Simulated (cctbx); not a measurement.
## Accept or mend?

Cell a = 4.2490 Å, b = 19.7490 Å, c = 4.6770 Å, α = 90.00°, β = 90.00°, γ = 90.00°; space group Cmcm (no. 63). The compound is SrCuS2.

Simulated single-crystal data (cctbx): Mo Kα, λ = 0.71073 Å, to d = 0.84 Å, 70 % of the full sphere, strongest reflection 40000 counts, noise from counting, a 4 % proportional error and a noise floor of 4 counts (s.d.); no absorption.

An anisotropic refinement with weights 1/σ² prints:

```text
Rint 0.030, 221 unique reflections to 0.84 A
cycle     R1     wR2    GooF  max shift (A)
   1  0.3115  0.6278  24.384   0.00976
   3  0.0731  0.2252   8.748   0.00000
final R1 0.0731 wR2 0.2252 GooF 8.748  parameters 16  data/parameter 13.8
atom        x        y        z      Ueq    occ   su(xyz)  su(Uiso or U11)
Cu1    0.00000  0.66591  0.75000  -0.0095  1.000  0.00012  0.0016  NPD
Sr1    0.00000  0.93917  0.75000   0.0173  1.000  0.00016  0.0020
S1     0.00000  0.81986  0.75000   0.0100  1.000  0.00043  0.0034
S2     0.50000  0.55187  0.75000   0.0083  1.000  0.00035  0.0035
difference map: max 7.21 min -1.32 rms 0.65
Q1    0.0000  0.3383  0.2500    4    7.31  0.08 A from Cu1
Q2    0.0000  0.1650  0.2500    4    2.38  0.30 A from S1
Q3    0.0000  0.0387  0.7500    4    2.14  0.26 A from S2
Q4    0.0000  0.0554  0.2500    4    1.12  0.11 A from Sr1
Q5    0.0707  0.3203  0.7500    8    1.04  1.82 A from S1
Q6    0.0000  0.1193  0.2500    4    0.78  1.16 A from Sr1
```

Q: Accept it or mend it, and why?

Mend it. The fault: elements exchanged: Sr1 is Cu and Cu1 is Sr. Against the right model at the same level, R1 goes from 0.0102 to 0.0731 and GooF from 0.88 to 8.75, U of Cu1 shrinks from 0.0088 to -0.0095 Å², U of Sr1 swells from 0.0071 to 0.0173 Å², the top difference peak, 7.3 e/Å³, lies on Cu1 and Cu1 goes non-positive-definite. Sr1 has 9 electrons too many and its U swells to shed them, as expected; Cu1 has 9 electrons too few and its U shrinks to make up, as expected.

The compound is SrCuS2. The right model at the same level gives:

```text
Rint 0.030, 221 unique reflections to 0.84 A
cycle     R1     wR2    GooF  max shift (A)
   1  0.0295  0.1012   3.933   0.00612
   2  0.0102  0.0226   0.877   0.00000
final R1 0.0102 wR2 0.0226 GooF 0.877  parameters 16  data/parameter 13.8
atom        x        y        z      Ueq    occ   su(xyz)  su(Uiso or U11)
Sr1    0.00000  0.66589  0.75000   0.0088  1.000  0.00001  0.0002
Cu1    0.00000  0.93939  0.75000   0.0071  1.000  0.00002  0.0002
S1     0.00000  0.82038  0.75000   0.0156  1.000  0.00004  0.0004
S2     0.50000  0.55169  0.75000   0.0122  1.000  0.00003  0.0003
difference map: max 0.42 min -0.31 rms 0.08
Q1    0.0000  0.3820  0.2500    4    0.42  0.95 A from Sr1
Q2    0.0000  0.2416  0.2500    4    0.33  1.22 A from S1
Q3    0.0000  0.4863  0.7500    4    0.30  2.32 A from Cu1
Q4    0.0000  0.1443  0.7500    4    0.24  1.83 A from S2
Q5    0.0000  0.0289  0.6370    8    0.23  0.69 A from S2
Q6    0.0000  0.0970  0.2500    4    0.22  0.72 A from Cu1
```

This is a model crystal, built by substitution and not relaxed, with assumed displacement parameters.

[Middle refinement cycles are left out of these outputs.]

[Logs are printed without paths, hosts, clocks, repeated set-up lines and the standing remarks that a program may print on its own settings, such as how far it seeks lower states.]
